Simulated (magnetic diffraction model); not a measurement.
# TiCoSn₃Pd: what an assumed order does to the neutron pattern

Space group Pbcm (no. 57), a = 13.1130 Å, b = 6.0430 Å, c = 5.8440 Å.

| site | atom | x | y | z |
| --- | --- | --- | --- | --- |
| 4c | Sn | 0.0036 | 3/4 | 0 |
| 4d | Sn | 0.4380 | 0.1159 | 3/4 |
| 4d | Sn | 0.6907 | 0.9808 | 3/4 |
| 4d | Pd | 0.8843 | 0.9878 | 3/4 |
| 4c | Co | 0.4096 | 3/4 | 0 |
| 4d | Ti | 0.8013 | 0.4866 | 3/4 |

This is a made-up structure (elements placed in a structure type, unrelaxed), so the numbers test the method and describe no known phase.

Only Co is taken to order (form factors of Co2+); orders and moment sizes are assumed, and not adapted to the symmetry. Radiation: neutrons of λ = 2.0775 Å, 5° to 45°; isotropic B of 0.36 Å² (Sn), 0.34 Å² (Pd), 0.46 Å² (Co) and 0.38 Å² (Ti). Simulated constant-wavelength pattern: nuclear and magnetic terms add, the magnetic one as |2.695 fm × Σ f S⊥ exp(2πi Q·r) exp(−B s²)|², summed over all Q at one angle with the factor 1/(sin²θ cos θ). For collinear order S is the moment m, which repeats by lattice and centring translations R with the sign exp(−2πi k·R). Free-ion form factors, Sears's scattering lengths of 1992, no absorption; a label names one of the reflections at its angle. The strongest nuclear line in the range is 100, and lines under 0.2 are left out.

Assume the order k = (1/2 1/2 0), collinear moments along [100], 2.21 μB on Co; signs + at (0.4096, 3/4, 0), + at (0.5904, 1/4, 1/2), − at (0.5904, 1/4, 0), − at (0.4096, 3/4, 1/2).

Q: Where does magnetic intensity appear, and how strong is it?

| 2θ (°) | index | nuclear | magnetic |
| --- | --- | --- | --- |
| 9.09 | (1 0 0) | 0.7 | 0.0 |
| 18.23 | (2 0 0) | 59.2 | 0.0 |
| 21.82 | (1 1 0) | 1.4 | 0.0 |
| 23.23 | (1/2 1/2 1) | 0.0 | 19.0 |
| 26.64 | (3/2 -1/2 1) | 0.0 | 10.6 |
| 27.04 | (2 1 0) | 0.3 | 0.0 |
| 27.50 | (3 0 0) | 20.0 | 0.0 |
| 30.10 | (1 1 1) | 100.0 | 0.0 |
| 32.48 | (5/2 1/2 1) | 0.0 | 4.5 |
| 34.11 | (3 1 0) | 0.2 | 0.0 |
| 34.16 | (2 1 1) | 30.9 | 0.0 |
| 36.80 | (1/2 3/2 1) | 0.0 | 6.4 |
| 36.95 | (4 0 0) | 0.3 | 0.0 |
| 39.14 | (3/2 3/2 1) | 0.0 | 4.8 |
| 39.80 | (7/2 1/2 1) | 0.0 | 1.8 |
| 40.11 | (3 1 1) | 7.9 | 0.0 |
| 41.32 | (1 2 0) | 3.0 | 0.0 |
| 41.65 | (0 0 2) | 4.2 | 0.0 |
| 42.26 | (4 1 0) | 1.1 | 0.0 |
| 42.72 | (1 0 2) | 16.3 | 0.0 |
| 43.50 | (5/2 3/2 1) | 0.0 | 3.0 |
| 44.49 | (2 2 0) | 11.9 | 0.0 |

The strongest magnetic line in the range is (1/2 1/2 1) at 23.23° (19.0). On top of the Lorentz factor, which all lines share, magnetic lines fade with angle because f falls: for Co2+ it is 0.91, 0.71, 0.49 and 0.18 at sin θ/λ = 0.1, 0.2, 0.3 and 0.5 Å⁻¹, while nuclear lengths stay constant. The order has no net moment.
